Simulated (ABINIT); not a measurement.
# Ba2TaBiO6 (R-3): one start, several treatments of the self-energy

How much does the gap of Ba2TaBiO6 (R-3) depend on the approximation to the self-energy?

Calculated with ABINIT 10.8.3; LDA and many-body steps on it, plane waves.

Most raw output is cut from this account.

### 1. The structure

The structure is trigonal, space group R-3 (No. 148). The conventional cell has a = 6.151 Å, b = 6.151 Å, c = 14.869 Å, α = 90.00°, β = 90.00°, γ = 120.00°. Nearest to Ba lie 12 O at 2.76 to 3.40 Å. Ta has 6 O at 2.01 Å nearest. Nearest to Bi lie 6 O at 2.36 Å. Nearest to O lie 1 Ta at 2.01 Å and 1 Bi at 2.36 Å and 4 Ba at 2.76 to 3.40 Å. Farther neighbours and most contacts between anions are not listed.

The cell and positions are those that the Materials Project relaxed with its own functionals (PBE, PBE+U or r2SCAN), kept fixed. Spin-orbit coupling is left out unless a step names it.

### 2. Empty states on the mesh, 2×2×2 mesh, 293 bands

This step: ABINIT 10.8.3; DFT, LDA, plane waves, norm-conserving pseudopotentials.

The sums over transitions need many empty states on a uniform mesh; this step solves for them.

run.abi reads:

```
acell 3*1.0 Angstrom
rprim 
  3.075626834241 1.775713980676 4.956223105800
  -3.075626834241 1.775713980676 4.956223105800
  0.000000000000 -3.551427961352 4.956223105800
ntypat 4
znucl 56 73 83 8
natom 10
typat 1 1 2 3 4 4 4 4 4 4
xred 
  0.748816000000 0.748816000000 0.748816000000
  0.251184000000 0.251184000000 0.251184000000
  0.500000000000 0.500000000000 0.500000000000
  0.000000000000 0.000000000000 0.000000000000
  0.725510000000 0.218856000000 0.322035000000
  0.218856000000 0.322035000000 0.725510000000
  0.322035000000 0.725510000000 0.218856000000
  0.274490000000 0.781144000000 0.677965000000
  0.677965000000 0.274490000000 0.781144000000
  0.781144000000 0.677965000000 0.274490000000
pp_dirpath "pseudos"
pseudos "Ba.upf, Ta.upf, Bi.upf, O.upf"
ecut 36
ngkpt 2 2 2
nshiftk 1
shiftk 0 0 0
kptopt 1
chksymbreak 0
iscf -2
irdden 1
istwfk *1
nband 293
nbdbuf 26
tolwfr 1e-09
nstep 60
prtvol 0
indata_prefix "in"
outdata_prefix "out"
tmpdata_prefix "tmp"
```

Command:

```
$ OMP_NUM_THREADS=1 mpirun -n 8 abinit run.abi > log
```

It took 3.8 min on 8 MPI ranks of Intel Xeon 6975P-C (Granite Rapids), shared host; peak memory 0.98 GiB.

Numbers from this step:

| Quantity | Value |
| --- | --- |
| gap | 2.566 eV |
| k of the valence top | 0.5, 0.5, 0.5 |
| k of the conduction bottom | 0.5, 0, 0 |
| least direct gap | 2.595 eV |
| k points computed | 4 |
| lowest point of the top converged band, above the valence top | 63.1277 eV |

On this mesh the gap is 2.566 eV.

The density comes from a self-consistent run that is not shown.

### 3. Screening, 2×2×2 mesh, 267 bands, screening to 152.4 eV

The RPA dielectric matrix is built and inverted for each q.

This step: RPA screening on LDA, plane waves, norm-conserving pseudopotentials.

run.abi: that of step 2 with these lines changed.

```diff
@@ -28,10 +28,11 @@
 chksymbreak 0
-iscf -2
-irdden 1
 istwfk *1
-nband 293
-nbdbuf 26
-tolwfr 1e-09
-nstep 60
-prtvol 0
+occopt 1
+irdwfk 1
+optdriver 3
+nband 267
+ecuteps 5.6
+inclvkb 2
+awtr 1
+symchi 1
 indata_prefix "in"
```

Run time: 2 min. Hardware: 8 MPI ranks; peak memory 6 GiB; 16 min of CPU time.

Numbers from this step:

| Property | Result |
| --- | --- |
| ε∞ with local fields, on this mesh, along the program's q direction | 6.552 |
| the same without local fields | 7.191 |
| plasma frequency | 26.70 eV |
| plane waves in the screening matrix | 711 |

Local fields lower ε∞ by 9 %. On a Γ-centred mesh this coarse the value itself is usually too large, while a short band sum pulls it down.

### 4. G0W0, Godby-Needs plasmon pole

The self-energy is evaluated for the states that the input lists, and the levels follow from it, in one-shot runs by the linearised quasiparticle equation.

This step: G0W0 on LDA, plane waves, norm-conserving pseudopotentials.

run.abi: that of step 3 with these lines changed.

```diff
@@ -31,8 +31,19 @@
 irdwfk 1
-optdriver 3
+optdriver 4
 nband 267
+gwcalctyp 0
+ecutsigx 36
+symsigma 1
+nkptgw 3
+kptgw 
+  0.5000000000 0.5000000000 0.5000000000
+  0.5000000000 0.0000000000 0.0000000000
+  0.0000000000 0.0000000000 0.0000000000
+bdgw 
+  41 45
+  41 44
+  40 44
 ecuteps 5.6
-inclvkb 2
-awtr 1
-symchi 1
+irdscr 1
+ppmodel 1
 indata_prefix "in"
```

Run time: 74 s. Hardware: 8 MPI ranks; peak memory 3.8 GiB; 9.8 min of CPU time.

This step gave:

* G0W0 gap on the points computed: 3.628 eV
* starting gap on the mesh: 2.566 eV
* k of the valence top: 0.5, 0.5, 0.5
* k of the conduction bottom: 0.5, 0, 0
* Z at the valence top: 0.784
* Z at the conduction bottom: 0.825
* least direct G0W0 gap on the computed points: 3.663 eV

The gap on the mesh goes from 2.57 eV to 3.63 eV, a correction of +1.06 eV.

### 5. G0W0, Hybertsen-Louie plasmon pole

run.abi: that of step 4 with these lines changed.

```diff
@@ -47,3 +47,3 @@
 irdscr 1
-ppmodel 1
+ppmodel 2
 indata_prefix "in"
```

Wall time 95 s (8 MPI ranks); peak memory 3.6 GiB; 13 min of CPU time.

Numbers from this step:

```yaml
g0w0_gap_on_the_points_computed: 3.797 eV
starting_gap_on_the_mesh: 2.566 eV
k_of_the_valence_top: 0.5, 0.5, 0.5
k_of_the_conduction_bottom: 0.5, 0, 0
z_at_the_valence_top: 0.84
z_at_the_conduction_bottom: 0.864
least_direct_g0w0_gap_on_the_computed_points: 3.830 eV
```

Against G0W0 in ABINIT (2×2×2 mesh, 267 bands, screening to 152.4 eV, Godby-Needs plasmon pole), the gap moves by +0.169 eV.

### 6. G0W0, von der Linden-Horsch plasmon pole

run.abi: that of step 5 with these lines changed.

```diff
@@ -47,3 +47,3 @@
 irdscr 1
-ppmodel 2
+ppmodel 3
 indata_prefix "in"
```

The job ended after 31 s (8 MPI ranks; peak memory 3.2 GiB).

This step gave:

```yaml
g0w0_gap_on_the_points_computed: 3.601 eV
starting_gap_on_the_mesh: 2.566 eV
k_of_the_valence_top: 0.5, 0.5, 0.5
k_of_the_conduction_bottom: 0.5, 0, 0
least_direct_g0w0_gap_on_the_computed_points: 3.637 eV
```

Against G0W0 in ABINIT (2×2×2 mesh, 267 bands, screening to 152.4 eV, Godby-Needs plasmon pole), the gap moves by −0.027 eV.

### 7. G0W0, Engel-Farid plasmon pole

run.abi: that of step 6 with these lines changed.

```diff
@@ -47,3 +47,3 @@
 irdscr 1
-ppmodel 3
+ppmodel 4
 indata_prefix "in"
```

Wall time 30 s (8 MPI ranks); peak memory 3.3 GiB; 3.9 min of CPU time.

Numbers from this step:

- G0W0 gap on the points computed: 3.66 eV
- starting gap on the mesh: 2.566 eV
- k of the valence top: 0.5, 0.5, 0.5
- k of the conduction bottom: 0.5, 0, 0
- least direct G0W0 gap on the computed points: 3.695 eV

Against G0W0 in ABINIT (2×2×2 mesh, 267 bands, screening to 152.4 eV, Godby-Needs plasmon pole), the gap moves by +0.032 eV.

### 8. One-shot SEX

This step: one-shot SEX on LDA, plane waves, norm-conserving pseudopotentials.

run.abi: that of step 7 with these lines changed.

```diff
@@ -33,3 +33,3 @@
 nband 267
-gwcalctyp 0
+gwcalctyp 6
 ecutsigx 36
@@ -47,3 +47,2 @@
 irdscr 1
-ppmodel 4
 indata_prefix "in"
```

The job ended after 6.3 s (8 MPI ranks; peak memory 2.2 GiB; 48 s of CPU time).

This step gave:

| Quantity | Value |
| --- | --- |
| quasiparticle gap on the points computed | 1.690 eV |
| starting gap on the mesh | 2.566 eV |
| k of the valence top | 0.5, 0.5, 0.5 |
| k of the conduction bottom | 0.5, 0, 0 |
| least direct quasiparticle gap on the computed points | 1.751 eV |

Against G0W0 in ABINIT (2×2×2 mesh, 267 bands, screening to 152.4 eV, Godby-Needs plasmon pole), the gap moves by −1.938 eV.

### 9. One-shot COHSEX

This step: one-shot COHSEX on LDA, plane waves, norm-conserving pseudopotentials.

run.abi: that of step 8 with these lines changed.

```diff
@@ -33,3 +33,3 @@
 nband 267
-gwcalctyp 6
+gwcalctyp 7
 ecutsigx 36
```

Elapsed: 6.1 s, on 8 MPI ranks; peak memory 1.3 GiB.

This step gave:

* quasiparticle gap on the points computed: 4.660 eV
* starting gap on the mesh: 2.566 eV
* k of the valence top: 0.5, 0.5, 0.5
* k of the conduction bottom: 0.5, 0, 0
* least direct quasiparticle gap on the computed points: 4.694 eV

Against G0W0 in ABINIT (2×2×2 mesh, 267 bands, screening to 152.4 eV, Godby-Needs plasmon pole), the gap moves by +1.032 eV.

### 10. One-shot Hartree-Fock

This step: one-shot Hartree-Fock on LDA, plane waves, norm-conserving pseudopotentials.

run.abi: that of step 9 with these lines changed.

```diff
@@ -32,4 +32,4 @@
 optdriver 4
-nband 267
-gwcalctyp 7
+nband 46
+gwcalctyp 5
 ecutsigx 36
@@ -45,4 +45,4 @@
   40 44
-ecuteps 5.6
-irdscr 1
+ixc_sigma 40
+fftgw 31
 indata_prefix "in"
```

Wall time 5.1 s (8 MPI ranks); peak memory 0.42 GiB.

Numbers from this step:

```
quasiparticle gap on the points computed              : 10.56 eV
starting gap on the mesh                              : 2.566 eV
k of the valence top                                  : 0.5, 0.5, 0.5
k of the conduction bottom                            : 0, 0, 0
least direct quasiparticle gap on the computed points : 10.62 eV
```

Against G0W0 in ABINIT (2×2×2 mesh, 267 bands, screening to 152.4 eV, Godby-Needs plasmon pole), the gap moves by +6.933 eV.

### 11. Screening, 2×2×2 mesh, 267 bands, screening to 152.4 eV

This step: RPA screening on LDA, plane waves, norm-conserving pseudopotentials.

run.abi: that of step 10 with these lines changed.

```diff
@@ -31,18 +31,14 @@
 irdwfk 1
-optdriver 4
-nband 46
-gwcalctyp 5
-ecutsigx 36
-symsigma 1
-nkptgw 3
-kptgw 
-  0.5000000000 0.5000000000 0.5000000000
-  0.5000000000 0.0000000000 0.0000000000
-  0.0000000000 0.0000000000 0.0000000000
-bdgw 
-  41 45
-  41 44
-  40 44
-ixc_sigma 40
-fftgw 31
+optdriver 3
+nband 267
+ecuteps 5.6
+inclvkb 2
+awtr 1
+symchi 1
+gwcalctyp 2
+nfreqre 16
+freqremax 40 eV
+nfreqim 8
+spmeth 1
+nomegasf 120
 indata_prefix "in"
```

The job ended after 4.1 min (8 MPI ranks; peak memory 11 GiB; 33 min of CPU time).

This step gave:

| Item | Value |
| --- | --- |
| ε∞ with local fields, on this mesh, along the program's q direction | 6.660 |
| the same without local fields | 7.316 |
| plasma frequency | 26.70 eV |
| plane waves in the screening matrix | 711 |

### 12. G0W0, contour deformation

This step: G0W0 on LDA, plane waves, norm-conserving pseudopotentials.

run.abi: that of step 11 with these lines changed.

```diff
@@ -31,14 +31,19 @@
 irdwfk 1
-optdriver 3
+optdriver 4
 nband 267
+gwcalctyp 2
+ecutsigx 36
+symsigma 1
+nkptgw 3
+kptgw 
+  0.5000000000 0.5000000000 0.5000000000
+  0.5000000000 0.0000000000 0.0000000000
+  0.0000000000 0.0000000000 0.0000000000
+bdgw 
+  41 45
+  41 44
+  40 44
 ecuteps 5.6
-inclvkb 2
-awtr 1
-symchi 1
-gwcalctyp 2
-nfreqre 16
-freqremax 40 eV
-nfreqim 8
-spmeth 1
-nomegasf 120
+irdscr 1
+gwmem 01
 indata_prefix "in"
```

Elapsed: 48 s, on 8 MPI ranks; peak memory 4.2 GiB; 6.3 min of CPU time.

This step gave:

* G0W0 gap on the points computed: 3.682 eV
* starting gap on the mesh: 2.566 eV
* k of the valence top: 0.5, 0.5, 0.5
* k of the conduction bottom: 0.5, 0, 0
* least direct G0W0 gap on the computed points: 3.716 eV

Against G0W0 in ABINIT (2×2×2 mesh, 267 bands, screening to 152.4 eV, Godby-Needs plasmon pole), the gap moves by +0.054 eV.

### 13. Screening, 2×2×2 mesh, 267 bands, screening to 152.4 eV

This step: RPA screening on LDA, plane waves, norm-conserving pseudopotentials.

run.abi: that of step 12 with these lines changed.

```diff
@@ -31,19 +31,11 @@
 irdwfk 1
-optdriver 4
+optdriver 3
 nband 267
-gwcalctyp 2
-ecutsigx 36
-symsigma 1
-nkptgw 3
-kptgw 
-  0.5000000000 0.5000000000 0.5000000000
-  0.5000000000 0.0000000000 0.0000000000
-  0.0000000000 0.0000000000 0.0000000000
-bdgw 
-  41 45
-  41 44
-  40 44
 ecuteps 5.6
-irdscr 1
-gwmem 01
+inclvkb 2
+awtr 1
+symchi 1
+gwcalctyp 1
+nfreqre 0
+nfreqim 16
 indata_prefix "in"
```

Wall time 6.5 min (8 MPI ranks); peak memory 6.8 GiB; 52 min of CPU time.

This step gave:

| Property | Result |
| --- | --- |
| ε∞ with local fields, on this mesh, along the program's q direction | 6.552 |
| the same without local fields | 7.191 |
| plasma frequency | 26.70 eV |
| plane waves in the screening matrix | 711 |

### 14. G0W0, analytic continuation

This step: G0W0 on LDA, plane waves, norm-conserving pseudopotentials.

run.abi: that of step 13 with these lines changed.

```diff
@@ -31,11 +31,21 @@
 irdwfk 1
-optdriver 3
+optdriver 4
 nband 267
+gwcalctyp 1
+ecutsigx 36
+symsigma 1
+nkptgw 3
+kptgw 
+  0.5000000000 0.5000000000 0.5000000000
+  0.5000000000 0.0000000000 0.0000000000
+  0.0000000000 0.0000000000 0.0000000000
+bdgw 
+  41 45
+  41 44
+  40 44
 ecuteps 5.6
-inclvkb 2
-awtr 1
-symchi 1
-gwcalctyp 1
-nfreqre 0
-nfreqim 16
+irdscr 1
+nomegasi 12
+omegasimax 25 eV
+gwmem 01
 indata_prefix "in"
```

Run time: 57 s. Hardware: 8 MPI ranks; peak memory 5.7 GiB; 7.6 min of CPU time.

This step gave:

```yaml
g0w0_gap_on_the_points_computed: 3.691 eV
starting_gap_on_the_mesh: 2.566 eV
k_of_the_valence_top: 0.5, 0.5, 0.5
k_of_the_conduction_bottom: 0.5, 0, 0
least_direct_g0w0_gap_on_the_computed_points: 3.728 eV
```

Against G0W0 in ABINIT (2×2×2 mesh, 267 bands, screening to 152.4 eV, Godby-Needs plasmon pole), the gap moves by +0.063 eV.

### 15. The runs together

Times are wall times on 8 MPI ranks of Intel Xeon 6975P-C (Granite Rapids), shared host, good to a factor of about two. A run's time includes the screening step that it read.

```csv
run,mesh,bands,screening cutoff (eV),DFT gap (eV),gap on the mesh (eV),direct (eV),ε∞ used,time
"G0W0, Godby-Needs plasmon pole",2×2×2,267,152.4,2.566,3.628,3.663,6.55,3.2 min
"G0W0, Hybertsen-Louie plasmon pole",2×2×2,267,152.4,2.566,3.797,3.830,6.55,3.6 min
"G0W0, von der Linden-Horsch plasmon pole",2×2×2,267,152.4,2.566,3.601,3.637,6.55,2.5 min
"G0W0, Engel-Farid plasmon pole",2×2×2,267,152.4,2.566,3.660,3.695,6.55,2.5 min
one-shot SEX,2×2×2,267,152.4,2.566,1.690,1.751,6.55,2.1 min
one-shot COHSEX,2×2×2,267,152.4,2.566,4.660,4.694,6.55,2.1 min
one-shot Hartree-Fock,2×2×2,-,-,2.566,10.561,10.621,-,5.1 s
"G0W0, contour deformation",2×2×2,267,152.4,2.566,3.682,3.716,6.66,4.9 min
"G0W0, analytic continuation",2×2×2,267,152.4,2.566,3.691,3.728,6.55,7.4 min
```

### 16. Results

```yaml
g0w0_godby_needs_plasmon_pole: 3.628 eV
g0w0_hybertsen_louie_plasmon_pole: 3.797 eV
g0w0_von_der_linden_horsch_plasmon_pole: 3.601 eV
g0w0_engel_farid_plasmon_pole: 3.660 eV
one_shot_sex: 1.690 eV
one_shot_cohsex: 4.660 eV
one_shot_hartree_fock: 10.561 eV
g0w0_contour_deformation: 3.682 eV
g0w0_analytic_continuation: 3.691 eV
known_limits: not at the basis limit; exchange with frozen shells missing; no spin-orbit coupling; coarse k mesh
```

G0W0, Hybertsen-Louie plasmon pole: +0.169 eV against G0W0, Godby-Needs plasmon pole. G0W0, von der Linden-Horsch plasmon pole: −0.027 eV against G0W0, Godby-Needs plasmon pole. G0W0, Engel-Farid plasmon pole: +0.032 eV against G0W0, Godby-Needs plasmon pole. One-shot SEX: −1.938 eV against G0W0, Godby-Needs plasmon pole. One-shot COHSEX: +1.032 eV against G0W0, Godby-Needs plasmon pole. One-shot Hartree-Fock: +6.933 eV against G0W0, Godby-Needs plasmon pole. G0W0, contour deformation: +0.054 eV against G0W0, Godby-Needs plasmon pole. G0W0, analytic continuation: +0.063 eV against G0W0, Godby-Needs plasmon pole. Bare exchange alone opens the gap to 10.56 eV; against G0W0, correlation takes back 6.93 eV. Static COHSEX lies above G0W0: it lacks the factor Z and overstates the Coulomb hole of the filled states. Bands and cutoff are finite, so the gap is not at the basis limit. The miss can reach some tenths of an eV and take either sign; the mesh is an error of its own. In the G0W0 runs levels were corrected at 3 k points alone, so a gap called «on the mesh» is the least over those, and an edge elsewhere would be missed. The 2×2×2 mesh is coarse for this cell, which bears on the long-range parts of exchange and screening. Where an edge is built on 6p states of lead, bismuth or thallium, scalar-relativistic gaps usually stand too wide, by a few tenths to over one eV. The norm-conserving file of at least one element keeps a d shell over frozen s and p shells of the same row. Exchange with those shells is missing from the self-energy, an error of 0.3 to 0.9 eV in cases checked, whose sign depends on which edge lies on those atoms. The many-body steps are scalar-relativistic: spin-orbit coupling is not in them.

[Paths, hosts, dates, memory and timing lines, banners, echoed tables and standing remarks are left out of the program output.]

[Logs are printed without paths, hosts, clocks, repeated set-up lines and the standing remarks that a program may print on its own settings, such as how far it seeks lower states.]

[Runs of the session that timed out or met a known fault of the program may be left out.]

[Hosts, paths, dates, database ids (printed as entryN), source tags and the programs' standing remarks are cut or masked in the printed files.]

[G0W0 gaps are taken among the corrected bands and points alone; a level outside them can change the order at an edge.]

[Where Ansatz stands beside ABINIT at settings called matched, ABINIT's density can come from a denser mesh and the files from another edition; pairs whose starting gaps differed by over 0.03 eV were left out, so agreement reads better than it is.]
